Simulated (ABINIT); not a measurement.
Planning a run of ABINIT 10.8.3 on PbSe (Clausthalite). The input:

```
acell 3*1.0 Angstrom
rprim 
  -0.000000000000 3.060650000000 3.060650000000
  3.060650000000 0.000000000000 3.060650000000
  3.060650000000 3.060650000000 -0.000000000000
ntypat 2
znucl 82 34
natom 2
typat 1 2
xred 
  0.000000000000 0.000000000000 0.000000000000
  0.500000000000 0.500000000000 0.500000000000
pp_dirpath "pseudos"
pseudos "Pb.upf, Se.upf"
ecut 39
ngkpt 4 4 4
nshiftk 1
shiftk 0 0 0
kptopt 1
chksymbreak 0
istwfk *1
occopt 1
irdwfk 1
optdriver 99
bs_calctype 1
mbpt_sciss 0.288 eV
bs_loband 13
nband 18
bs_exchange_term 1
bs_coulomb_term 11
bs_coupling 1
bs_algorithm 1
bs_freq_mesh 0 4 0.05 eV
zcut 0.15 eV
ecuteps 3.6
ecutwfn 19.5
inclvkb 2
irdscr 1
indata_prefix "in"
outdata_prefix "out"
tmpdata_prefix "tmp"
```

```sh
OMP_NUM_THREADS=1 mpirun -n 4 abinit run.abi > log
```

Question: How long will it take on 4 MPI ranks of Intel Xeon Platinum 8259CL at 2.50GHz (Skylake/Cascade Lake), shared host, and how much memory?

It took 47 s; on shared hardware allow 24 s to 94 s. Peak host memory was 0.44 GiB.

The matrix is small, so building the kernel's matrix elements and any screening outweighs its diagonalisation.

[Paths, hosts, dates, memory and timing lines, banners, echoed tables and standing remarks are left out of the program output.]

[Logs are printed without paths, hosts, clocks, repeated set-up lines and the standing remarks that a program may print on its own settings, such as how far it seeks lower states.]

[Runs of the session that timed out or met a known fault of the program may be left out.]

[Hosts, paths, dates, database ids (printed as entryN), source tags and the programs' standing remarks are cut or masked in the printed files.]

[G0W0 gaps are taken among the corrected bands and points alone; a level outside them can change the order at an edge.]

[Where Ansatz stands beside ABINIT at settings called matched, ABINIT's density can come from a denser mesh and the files from another edition; pairs whose starting gaps differed by over 0.03 eV were left out, so agreement reads better than it is.]
